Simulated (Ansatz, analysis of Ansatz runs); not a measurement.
# AlBO3 (R-3c), nudged elastic band: Li_i hop between interstitial places (q = +1), part 3 of 4

Wanted: path and barrier of a jump of Li in AlBO3 (R-3c) at charge +1. The case: Li_i hop between interstitial places, in a cell of 80 host atoms with 1 Li put in.

Ansatz 0.2.0; plane-wave PAW DFT, PBEsol; nudged elastic band between two relaxed defect structures at fixed charge in a uniform background.

So far: The starting structure; Relaxation of the start point, charge +1; Relaxation of the end point, charge +1.

### Step 4. Nudged elastic band, charge +1

5 movable images are laid between the ends on a pair-potential path, which keeps atoms from colliding in the first guess. Each image feels the true force across the path and a spring force along it. The highest image is set to climb to the top of the path.

This step: plane-wave PAW DFT, PBEsol; nudged elastic band between two relaxed defect structures at fixed charge in a uniform background.

The input, qp1.neb/input.yaml:

```yaml
crystal:
  lattice:
    - [4.47530425, 2.58381811, 9.15826506]
    - [-4.47530425, 2.58381811, 9.15826506]
    - [0.0, -5.16763623, 9.15826506]
  atoms:
    - { symbol: Al, position: [0.00012371, -0.00048768, -0.00050031] }
    - { symbol: Al, position: [0.24228463, 0.24166063, 0.24168005] }
    - { symbol: B, position: [0.12493179, 0.12433071, 0.12431659] }
    - { symbol: B, position: [0.38890315, 0.38831584, 0.38829833] }
    - { symbol: O, position: [0.12470147, 0.46824275, 0.27937084] }
    - { symbol: O, position: [0.46885191, 0.27938032, 0.12407211] }
    - { symbol: O, position: [0.21947411, 0.37506999, 0.02561006] }
    - { symbol: O, position: [0.37567058, 0.02562081, 0.21885168] }
    - { symbol: O, position: [0.02622107, 0.21885848, 0.37506672] }
    - { symbol: O, position: [0.27999939, 0.12408412, 0.46822006] }
    - { symbol: Al, position: [-0.00153937, -0.00259176, 0.50198548] }
    - { symbol: Al, position: [0.24875689, 0.24805008, 0.75436988] }
    - { symbol: B, position: [0.12445093, 0.12469995, 0.62471613] }
    - { symbol: B, position: [0.37597852, 0.37480166, 0.87214216] }
    - { symbol: O, position: [0.12537275, 0.4702193, 0.77925767] }
    - { symbol: O, position: [0.47037285, 0.28030967, 0.62451153] }
    - { symbol: O, position: [0.22561741, 0.3770954, 0.53035106] }
    - { symbol: O, position: [0.37491412, 0.0293737, 0.71993166] }
    - { symbol: O, position: [0.02948653, 0.21994999, 0.87463649] }
    - { symbol: O, position: [0.28011529, 0.12310868, 0.9708184] }
    - { symbol: Al, position: [-0.00195476, 0.50198894, -0.00217711] }
    - { symbol: Al, position: [0.24866316, 0.75438371, 0.24812862] }
    - { symbol: B, position: [0.12529609, 0.62472681, 0.12383281] }
    - { symbol: B, position: [0.3754092, 0.87214959, 0.37535746] }
    - { symbol: O, position: [0.1237285, 0.9708307, 0.2794925] }
    - { symbol: O, position: [0.47083261, 0.7792629, 0.12475976] }
    - { symbol: O, position: [0.22055569, 0.87464708, 0.02887596] }
    - { symbol: O, position: [0.37770975, 0.53034687, 0.22499699] }
    - { symbol: O, position: [0.02998204, 0.71994474, 0.37429478] }
    - { symbol: O, position: [0.28092743, 0.62450411, 0.46975236] }
    - { symbol: Al, position: [-0.00563216, 0.50407537, 0.50299111] }
    - { symbol: Al, position: [0.24973887, 0.74982816, 0.74977511] }
    - { symbol: B, position: [0.12594846, 0.62399589, 0.62491652] }
    - { symbol: B, position: [0.37479934, 0.87513461, 0.87469999] }
    - { symbol: O, position: [0.12526675, 0.97050102, 0.77814695] }
    - { symbol: O, position: [0.47044548, 0.77854758, 0.62550493] }
    - { symbol: O, position: [0.22072581, 0.87475234, 0.52859748] }
    - { symbol: O, position: [0.37564168, 0.52999425, 0.71970209] }
    - { symbol: O, position: [0.02984541, 0.72028733, 0.8747833] }
    - { symbol: O, position: [0.28092601, 0.62372016, 0.97139474] }
    - { symbol: Al, position: [0.50260601, -0.00215977, -0.00258162] }
    - { symbol: Al, position: [0.75497959, 0.24816524, 0.24802165] }
    - { symbol: B, position: [0.6253407, 0.12383912, 0.12467958] }
    - { symbol: B, position: [0.87276328, 0.37536568, 0.37478586] }
    - { symbol: O, position: [0.62512751, 0.46975587, 0.2802987] }
    - { symbol: O, position: [0.97143928, 0.27950743, 0.12310017] }
    - { symbol: O, position: [0.72054528, 0.37431488, 0.02935503] }
    - { symbol: O, position: [0.87525262, 0.02888994, 0.21993499] }
    - { symbol: O, position: [0.53095132, 0.22501332, 0.3770956] }
    - { symbol: O, position: [0.77987968, 0.12476413, 0.47020566] }
    - { symbol: Al, position: [0.50360768, -0.00625298, 0.50406878] }
    - { symbol: Al, position: [0.75040898, 0.24912181, 0.74980695] }
    - { symbol: B, position: [0.62554941, 0.1253352, 0.62397832] }
    - { symbol: B, position: [0.87531658, 0.37419627, 0.87511201] }
    - { symbol: O, position: [0.62612552, 0.46983371, 0.77853245] }
    - { symbol: O, position: [0.97202119, 0.28032119, 0.62369222] }
    - { symbol: O, position: [0.72031847, 0.37503642, 0.52998226] }
    - { symbol: O, position: [0.87540357, 0.02922917, 0.72028007] }
    - { symbol: O, position: [0.52921457, 0.22010934, 0.8747546] }
    - { symbol: O, position: [0.77876899, 0.12465849, 0.9704811] }
    - { symbol: Al, position: [0.50468405, 0.50300491, -0.00626379] }
    - { symbol: Al, position: [0.75043078, 0.74979005, 0.24912082] }
    - { symbol: B, position: [0.62460975, 0.62493647, 0.12532008] }
    - { symbol: B, position: [0.87574512, 0.87471076, 0.37417969] }
    - { symbol: O, position: [0.62432683, 0.9714113, 0.28030512] }
    - { symbol: O, position: [0.97109805, 0.77816192, 0.12464596] }
    - { symbol: O, position: [0.7209004, 0.87479297, 0.02921675] }
    - { symbol: O, position: [0.87537859, 0.5286006, 0.22009749] }
    - { symbol: O, position: [0.53061046, 0.71971922, 0.37501179] }
    - { symbol: O, position: [0.77915936, 0.62552097, 0.4698161] }
    - { symbol: Al, position: [0.50125001, 0.50065134, 0.5006158] }
    - { symbol: Al, position: [0.75062993, 0.75002116, 0.75001531] }
    - { symbol: B, position: [0.62491218, 0.62429712, 0.62428139] }
    - { symbol: B, position: [0.87550152, 0.87487771, 0.87487684] }
    - { symbol: O, position: [0.62544149, 0.97078715, 0.77816828] }
    - { symbol: O, position: [0.97139244, 0.77817323, 0.62482725] }
    - { symbol: O, position: [0.7217721, 0.87415674, 0.52929767] }
    - { symbol: O, position: [0.87476074, 0.5293138, 0.72114786] }
    - { symbol: O, position: [0.52991865, 0.72116828, 0.87414373] }
    - { symbol: O, position: [0.77878975, 0.62483116, 0.97077457] }
    - { symbol: Li, position: [0.32326203, 0.32264357, 0.32262209] }
total_charge: 1
basis:
  ecutwfc: 420
  xc_grid: 2
hamiltonian:
  xc: pbesol
kpoints:
  mp_grid: { grid: [1, 1, 1], shift: [0.25, 0.25, 0.25] }
scf:
  occupations: { method: fixed }
  max_iter: 100
output:
  forces: true
neb:
  images: 5
  f_tol: 0.04
  climbing: true
  initial_path: idpp
  max_iterations: 45
  order_check: false
  final_atoms:
    - { symbol: Al, position: [9.448e-05, -0.00051884, 0.00044675] }
    - { symbol: Al, position: [0.24692946, 0.24522567, 0.25576816] }
[... 2 atom lines left out ...]
    - { symbol: O, position: [0.12616756, 0.46895495, 0.27810151] }
    - { symbol: O, position: [0.47050553, 0.28106261, 0.1254379] }
    - { symbol: O, position: [0.2196209, 0.37211339, 0.02460992] }
[... 2 atom lines left out ...]
    - { symbol: O, position: [0.28006799, 0.12376302, 0.47099196] }
[... 3 atom lines left out ...]
    - { symbol: B, position: [0.36162603, 0.36103418, 0.86129115] }
[... 8 atom lines left out ...]
    - { symbol: B, position: [0.12516268, 0.62457015, 0.12568292] }
[... 4 atom lines left out ...]
    - { symbol: O, position: [0.37480996, 0.53042067, 0.22391141] }
[... 11 atom lines left out ...]
    - { symbol: O, position: [0.2816731, 0.62516173, 0.97015664] }
[... 2 atom lines left out ...]
    - { symbol: B, position: [0.62602239, 0.12455253, 0.12485094] }
[... 17 atom lines left out ...]
    - { symbol: Al, position: [0.50816509, 0.50757867, 0.00783646] }
[... 19 atom lines left out ...]
    - { symbol: Li, position: [0.42724983, 0.42660896, -0.07311316] }
```

Command:

```console
$ ansatz run input.yaml --threads 4 --pin off --max-ram 14131MiB --backend cpu --events-out ev --progress --plain --runs-dir out
```

Numbers of over 12 decimals in the logs are rounded to 6 here.

Output:

```text
[...]
Warning: neb: disabling space-group detection — the band's intermediate images generally break the endpoint symmetry, so the full k-mesh is solved, and no spatial operation symmetrises the density, except that a semilocal band can use its path's symmetry [...]
[...]
parallel-image band execution: 4 concurrent image workers
NEB image 0
Crystal: 81 atoms, lattice volume = 635.403 Å³
Basis set: ecut = 420 eV, 12439 PW (Γ), exchange–correlation on 144×144×144 points (8 copies of the dense FFT grid, shifted against one another)
Bands: 274, of which v1, the nominal top of the filled ones, is band 193 counted from 1 (192 counted from 0)
Symmetry: 1 space group operations
k-points: 1
[...]
SCF iter   1: F=—  HF=-38067.790270 eV  |F-HF|=—  |Δ(HF+E_count)|=         —  Δρ=9.02e-3  dr2=3.87e-1  ethr=1.77e-3  ⟨swp⟩=5.0  Hψ=867  notcnv=0  defer=78
[...]
SCF iter   8: F=-38067.672080 eV  HF=-38067.672080 eV  |F-HF|=8.75e-9  |Δ(HF+E_count)|=   4.18e-8  Δρ=2.08e-6  dr2=1.77e-8  ethr=2.59e-11  ⟨swp⟩=4.0  Hψ=799  notcnv=0
SCF 1 converged in 8 iterations: F = -38067.672080 eV  dr2 = 1.77e-8
[...]
NSCF: frozen V_eff on 1 k-points
NEB image 6
SCF iter   1: F=—  HF=-38067.790367 eV  |F-HF|=—  |Δ(HF+E_count)|=         —  Δρ=9.02e-3  dr2=3.87e-1  ethr=1.77e-3  ⟨swp⟩=5.0  Hψ=867  notcnv=0  defer=78
[...]
SCF iter   8: F=-38067.672137 eV  HF=-38067.672137 eV  |F-HF|=8.43e-9  |Δ(HF+E_count)|=   4.26e-8  Δρ=2.04e-6  dr2=1.73e-8  ethr=2.59e-11  ⟨swp⟩=4.0  Hψ=794  notcnv=0
SCF 2 converged in 8 iterations: F = -38067.672137 eV  dr2 = 1.73e-8
[...]
NEB end point (image 0): max|allowed force component| = 1.160e-2 eV/Å (the criterion of neb.relax_end_points is 1.000e-2)
NEB end point (image 6): max|allowed force component| = 1.235e-2 eV/Å (the criterion of neb.relax_end_points is 1.000e-2)
NEB image 1
SCF iter   1: F=—  HF=-38066.625031 eV  |F-HF|=—  |Δ(HF+E_count)|=         —  Δρ=9.03e-3  dr2=3.90e-1  ethr=1.77e-3  ⟨swp⟩=5.0  Hψ=880  notcnv=0  defer=78
[...]
SCF iter   8: F=-38066.505044 eV  HF=-38066.505044 eV  |F-HF|=3.69e-9  |Δ(HF+E_count)|=   9.52e-8  Δρ=2.12e-6  dr2=1.72e-8  ethr=2.59e-11  ⟨swp⟩=4.0  Hψ=799  notcnv=0
SCF 3 converged in 8 iterations: F = -38066.505044 eV  dr2 = 1.72e-8
NEB image 2
SCF iter   1: F=—  HF=-38064.197220 eV  |F-HF|=—  |Δ(HF+E_count)|=         —  Δρ=9.30e-3  dr2=4.19e-1  ethr=1.77e-3  ⟨swp⟩=6.0  Hψ=881  notcnv=0  defer=79
[...]
SCF iter   8: F=-38064.076933 eV  HF=-38064.076933 eV  |F-HF|=3.57e-9  |Δ(HF+E_count)|=   1.66e-7  Δρ=2.35e-6  dr2=2.34e-8  ethr=2.59e-11  ⟨swp⟩=2.0  Hψ=863  notcnv=0
SCF 4 converged in 8 iterations: F = -38064.076933 eV  dr2 = 2.34e-8
NEB image 3
SCF iter   1: F=—  HF=-38062.669805 eV  |F-HF|=—  |Δ(HF+E_count)|=         —  Δρ=9.41e-3  dr2=4.18e-1  ethr=1.77e-3  ⟨swp⟩=6.0  Hψ=882  notcnv=0  defer=78
[...]
SCF iter   8: F=-38062.551226 eV  HF=-38062.551226 eV  |F-HF|=5.27e-9  |Δ(HF+E_count)|=   1.81e-7  Δρ=2.36e-6  dr2=2.57e-8  ethr=2.59e-11  ⟨swp⟩=2.0  Hψ=863  notcnv=0
SCF 5 converged in 8 iterations: F = -38062.551226 eV  dr2 = 2.57e-8
NEB image 4
SCF iter   1: F=—  HF=-38063.763596 eV  |F-HF|=—  |Δ(HF+E_count)|=         —  Δρ=9.32e-3  dr2=4.23e-1  ethr=1.77e-3  ⟨swp⟩=6.0  Hψ=881  notcnv=0  defer=79
[...]
SCF iter   8: F=-38063.641974 eV  HF=-38063.641974 eV  |F-HF|=6.32e-9  |Δ(HF+E_count)|=   1.68e-7  Δρ=2.41e-6  dr2=2.64e-8  ethr=2.59e-11  ⟨swp⟩=2.0  Hψ=862  notcnv=0
SCF 6 converged in 8 iterations: F = -38063.641974 eV  dr2 = 2.64e-8
NEB image 5
SCF iter   1: F=—  HF=-38066.423696 eV  |F-HF|=—  |Δ(HF+E_count)|=         —  Δρ=9.05e-3  dr2=3.94e-1  ethr=1.77e-3  ⟨swp⟩=5.0  Hψ=880  notcnv=0  defer=78
[...]
SCF iter   8: F=-38066.302437 eV  HF=-38066.302437 eV  |F-HF|=5.40e-9  |Δ(HF+E_count)|=   9.16e-8  Δρ=2.13e-6  dr2=1.88e-8  ethr=2.59e-11  ⟨swp⟩=4.0  Hψ=799  notcnv=0
SCF 7 converged in 8 iterations: F = -38066.302437 eV  dr2 = 1.88e-8
NEB iter   1: max|band force component| = 8.209e0 eV/Å  barrier→ = 5.1209 eV  barrier← = 5.1209 eV  Δτ_max = 0.1682 Å  (56 SCF iters)
NEB image 1
[...]
SCF iter   7: F=-38066.949697 eV  HF=-38066.949697 eV  |F-HF|=1.64e-8  |Δ(HF+E_count)|=   3.35e-7  Δρ=4.21e-6  dr2=8.86e-8  ethr=2.59e-11  ⟨swp⟩=3.0  Hψ=991  notcnv=0
SCF 8 converged in 7 iterations: F = -38066.949697 eV  dr2 = 8.86e-8
NEB image 2
[...]
SCF iter   8: F=-38065.633289 eV  HF=-38065.633289 eV  |F-HF|=5.62e-8  |Δ(HF+E_count)|=   4.62e-8  Δρ=4.18e-6  dr2=7.93e-8  ethr=2.59e-11  ⟨swp⟩=4.0  Hψ=800  notcnv=0
SCF 9 converged in 8 iterations: F = -38065.633289 eV  dr2 = 7.93e-8
NEB image 3
[...]
SCF iter   9: F=-38064.652963 eV  HF=-38064.652963 eV  |F-HF|=5.02e-10  |Δ(HF+E_count)|=   2.07e-8  Δρ=8.68e-7  dr2=3.41e-9  ethr=2.59e-11  ⟨swp⟩=4.0  Hψ=729  notcnv=0
SCF 10 converged in 9 iterations: F = -38064.652963 eV  dr2 = 3.41e-9
NEB image 4
[...]
SCF iter   8: F=-38065.030231 eV  HF=-38065.030232 eV  |F-HF|=6.10e-8  |Δ(HF+E_count)|=   5.46e-8  Δρ=4.29e-6  dr2=8.42e-8  ethr=2.59e-11  ⟨swp⟩=4.0  Hψ=800  notcnv=0
SCF 11 converged in 8 iterations: F = -38065.030231 eV  dr2 = 8.42e-8
NEB image 5
[...]
SCF iter   7: F=-38066.797115 eV  HF=-38066.797115 eV  |F-HF|=2.05e-9  |Δ(HF+E_count)|=   8.06e-7  Δρ=3.96e-6  dr2=6.84e-8  ethr=2.59e-11  ⟨swp⟩=3.0  Hψ=1044  notcnv=0
SCF 12 converged in 7 iterations: F = -38066.797115 eV  dr2 = 6.84e-8
NEB iter   2: max|band force component| = 5.425e0 eV/Å  barrier→ = 3.0191 eV  barrier← = 3.0192 eV  Δτ_max = 0.1993 Å  (39 SCF iters)
NEB image 1
[...]
SCF iter   8: F=-38067.066495 eV  HF=-38067.066495 eV  |F-HF|=1.78e-8  |Δ(HF+E_count)|=   5.22e-9  Δρ=2.38e-6  dr2=2.59e-8  ethr=2.59e-11  ⟨swp⟩=4.0  Hψ=733  notcnv=0
SCF 13 converged in 8 iterations: F = -38067.066495 eV  dr2 = 2.59e-8
NEB image 2
[...]
SCF iter   8: F=-38066.237928 eV  HF=-38066.237928 eV  |F-HF|=3.49e-8  |Δ(HF+E_count)|=   8.37e-8  Δρ=3.76e-6  dr2=6.59e-8  ethr=2.59e-11  ⟨swp⟩=4.0  Hψ=800  notcnv=0
SCF 14 converged in 8 iterations: F = -38066.237928 eV  dr2 = 6.59e-8
NEB image 3
[...]
SCF iter   8: F=-38065.488981 eV  HF=-38065.488981 eV  |F-HF|=5.20e-8  |Δ(HF+E_count)|=   8.30e-8  Δρ=4.41e-6  dr2=8.91e-8  ethr=2.59e-11  ⟨swp⟩=4.0  Hψ=806  notcnv=0
SCF 15 converged in 8 iterations: F = -38065.488981 eV  dr2 = 8.91e-8
NEB image 4
[...]
SCF 52 converged in 5 iterations: F = -38067.094445 eV  dr2 = 3.91e-8
NEB image 1
[...]
NEB image 2
[...]
NEB image 4
[...]
NEB image 5
[...]
NEB image 3
[...]
the band table was solved once a step of the walk had ended and its energy, with any forces and stress, was formed, with the checks that follow a solve (1368 applications of the Hamiltonian). They found nothing against the state; [...]
NEB iter  10: max|band force component| = 3.390e-2 eV/Å  barrier→ = 1.8102 eV  barrier← = 1.8103 eV  CI = image 3  Δτ_max = 0.0000 Å  (26 SCF iters)
SCF converged after 5 iterations
Free energy (F): -38065.861850 eV
[...]
Internal energy: -38065.861850 eV  (E = F + TS)
E sigma→0 (E₀):  -38065.861850 eV
Fermi energy:    7.243771 eV
[...]
--- Forces (eV/Å), atoms counted from 1 ---
  atom   1  Al     0.00059214    -0.00148569     0.00678343
  atom   2  Al    -0.00400800    -0.00287921    -0.01048416
  [... 2 atoms left out ...]
  atom   5  O     -0.00006854     0.00920976    -0.00040941
  atom   6  O     -0.00338734     0.03426668     0.02855060
  atom   7  O      0.00018891    -0.00228316     0.00582033
  [... 15 atoms left out ...]
  atom  23  B     -0.00790869    -0.01798862    -0.00119540
  [... 4 atoms left out ...]
  atom  28  O     -0.00376682    -0.00146128     0.00770433
  [... 11 atoms left out ...]
  atom  40  O      0.02851729     0.03071403     0.00764745
  [... 2 atoms left out ...]
  atom  43  B     -0.00636603     0.00227341    -0.00473154
  [... 17 atoms left out ...]
  atom  61  Al    -0.01758148    -0.01056844    -0.03096264
  [... 19 atoms left out ...]
  atom  81  Li    -0.01305949    -0.03746557    -0.01157692
  max |Σ_I F_I| component: 1.29e-4 eV/Å
--- Band table (eV) ---
[...]
this run last wrote the band of iteration 10 to <dir>
--- NEB band (7 images, 10 band iterations, 362 SCF iterations) ---
  forward barrier  = 1.810230 eV
  backward barrier = 1.810287 eV
  climbing image's point = of an order that was not read
  energies are F+E_penalty+E_count in eV, relative to image 0
  image     s (Å)  Δ vs image 0  max|band force component| (eV/Å)
      0    0.0000      0.000000                                 —
      1    0.6964      0.598865                          1.358e-2
      2    1.3928      1.205861                          1.633e-2
  *   3    2.0892      1.810230                          3.390e-2
      4    2.7743      1.187010                          2.618e-2
      5    3.4592      0.577635                          1.281e-2
      6    4.1441     -0.000057                                 —
  climbing-image geometry (image 3):
  cell:  # Å, volume = 635.4026 Å³
    - [4.47530425, 2.58381811, 9.15826506]
    - [-4.47530425, 2.58381811, 9.15826506]
    - [0.0, -5.16763623, 9.15826506]
  atoms:
    - { symbol: Al, position: [0.000956, 0.005267, -0.004014] }
    - { symbol: Al, position: [0.247614, 0.215488, 0.265039] }
    - { symbol: B, position: [0.127950, 0.122505, 0.123834] }
    - { symbol: B, position: [0.379476, 0.371795, 0.370346] }
    - { symbol: O, position: [0.106076, 0.487725, 0.278946] }
    - { symbol: O, position: [0.478716, 0.262690, 0.127988] }
    - { symbol: O, position: [0.225396, 0.370647, 0.037622] }
    - { symbol: O, position: [0.377707, 0.015145, 0.222625] }
    - { symbol: O, position: [0.025495, 0.215423, 0.379422] }
    - { symbol: O, position: [0.277208, 0.125583, 0.468622] }
    - { symbol: Al, position: [-0.001329, -0.004753, 0.502960] }
    - { symbol: Al, position: [0.255216, 0.249853, 0.745917] }
    - { symbol: B, position: [0.122638, 0.127773, 0.624666] }
    - { symbol: B, position: [0.377612, 0.370826, 0.878013] }
    - { symbol: O, position: [0.128342, 0.468309, 0.779515] }
    - { symbol: O, position: [0.472839, 0.277357, 0.624219] }
    - { symbol: O, position: [0.224051, 0.376299, 0.522886] }
    - { symbol: O, position: [0.376816, 0.031077, 0.716433] }
    - { symbol: O, position: [0.038202, 0.219844, 0.869432] }
    - { symbol: O, position: [0.282673, 0.123786, 0.969491] }
    - { symbol: Al, position: [0.000831, 0.498498, 0.001325] }
    - { symbol: Al, position: [0.251076, 0.749891, 0.248193] }
    - { symbol: B, position: [0.102437, 0.647525, 0.124600] }
    - { symbol: B, position: [0.375733, 0.862763, 0.379118] }
    - { symbol: O, position: [0.126070, 0.968598, 0.278928] }
    - { symbol: O, position: [0.472254, 0.775159, 0.124875] }
    - { symbol: O, position: [0.223002, 0.876522, 0.026803] }
    - { symbol: O, position: [0.380134, 0.523824, 0.210031] }
    - { symbol: O, position: [0.031844, 0.721225, 0.371383] }
    - { symbol: O, position: [0.282000, 0.621682, 0.469183] }
    - { symbol: Al, position: [-0.001947, 0.502869, 0.498940] }
    - { symbol: Al, position: [0.246497, 0.752401, 0.750175] }
    - { symbol: B, position: [0.128456, 0.621910, 0.624370] }
    - { symbol: B, position: [0.375637, 0.879208, 0.871879] }
    - { symbol: O, position: [0.123637, 0.974113, 0.777545] }
    - { symbol: O, position: [0.467578, 0.780112, 0.626718] }
    - { symbol: O, position: [0.220177, 0.871244, 0.530880] }
    - { symbol: O, position: [0.374151, 0.526335, 0.725424] }
    - { symbol: O, position: [0.028350, 0.718208, 0.878021] }
    - { symbol: O, position: [0.260635, 0.646947, 0.969106] }
    - { symbol: Al, position: [0.503231, -0.004576, -0.002253] }
    - { symbol: Al, position: [0.754774, 0.246359, 0.252080] }
    - { symbol: B, position: [0.632556, 0.114028, 0.126404] }
    - { symbol: B, position: [0.872663, 0.373321, 0.377692] }
    - { symbol: O, position: [0.626260, 0.467187, 0.279661] }
    - { symbol: O, position: [0.974670, 0.277826, 0.124547] }
    - { symbol: O, position: [0.734578, 0.371794, 0.027138] }
    - { symbol: O, position: [0.876991, 0.030959, 0.218123] }
    - { symbol: O, position: [0.533556, 0.218339, 0.372138] }
    - { symbol: O, position: [0.781417, 0.122599, 0.471055] }
    - { symbol: Al, position: [0.502454, -0.001593, 0.498547] }
    - { symbol: Al, position: [0.750760, 0.247097, 0.751935] }
    - { symbol: B, position: [0.626966, 0.123285, 0.624672] }
    - { symbol: B, position: [0.887264, 0.374184, 0.870254] }
    - { symbol: O, position: [0.622716, 0.472294, 0.783654] }
    - { symbol: O, position: [0.969075, 0.282349, 0.623859] }
    - { symbol: O, position: [0.720012, 0.372418, 0.532901] }
    - { symbol: O, position: [0.875603, 0.026359, 0.722655] }
    - { symbol: O, position: [0.531204, 0.216725, 0.875964] }
    - { symbol: O, position: [0.782698, 0.125444, 0.969093] }
    - { symbol: Al, position: [0.535903, 0.506902, -0.017523] }
    - { symbol: Al, position: [0.744829, 0.747192, 0.254656] }
    - { symbol: B, position: [0.627791, 0.622063, 0.125503] }
    - { symbol: B, position: [0.877190, 0.875795, 0.371827] }
    - { symbol: O, position: [0.625556, 0.963451, 0.283373] }
    - { symbol: O, position: [0.952339, 0.796735, 0.125528] }
    - { symbol: O, position: [0.718785, 0.873059, 0.031755] }
    - { symbol: O, position: [0.873852, 0.526528, 0.222976] }
    - { symbol: O, position: [0.530111, 0.711466, 0.380136] }
    - { symbol: O, position: [0.775914, 0.624235, 0.473749] }
    - { symbol: Al, position: [0.500884, 0.494583, 0.503012] }
    - { symbol: Al, position: [0.755692, 0.752248, 0.745834] }
    - { symbol: B, position: [0.621786, 0.626426, 0.626234] }
    - { symbol: B, position: [0.873907, 0.872764, 0.877897] }
    - { symbol: O, position: [0.627580, 0.968998, 0.778300] }
    - { symbol: O, position: [0.974045, 0.776536, 0.624354] }
    - { symbol: O, position: [0.723768, 0.874227, 0.527174] }
    - { symbol: O, position: [0.878227, 0.529999, 0.718906] }
    - { symbol: O, position: [0.534557, 0.727182, 0.869239] }
    - { symbol: O, position: [0.781657, 0.623919, 0.970413] }
    - { symbol: Li, position: [0.309203, 0.443723, 0.121401] }
```

The job ended after 9.4 min (4 threads of Arm Neoverse V2, shared host; peak memory 4 GiB).

Reading the cycles: dr2 is the Hartree energy of the density residual (eV), the measure of convergence; HF is the Harris–Foulkes estimate of the energy, which meets the free energy F at convergence.

[end of part 3 of 4]

[Logs are printed without paths, hosts, clocks, repeated set-up lines and the standing remarks that a program may print on its own settings, such as how far it seeks lower states.]

[Hosts, paths, dates, database ids (printed as entryN), source tags and the programs' standing remarks are cut or masked in the printed files.]
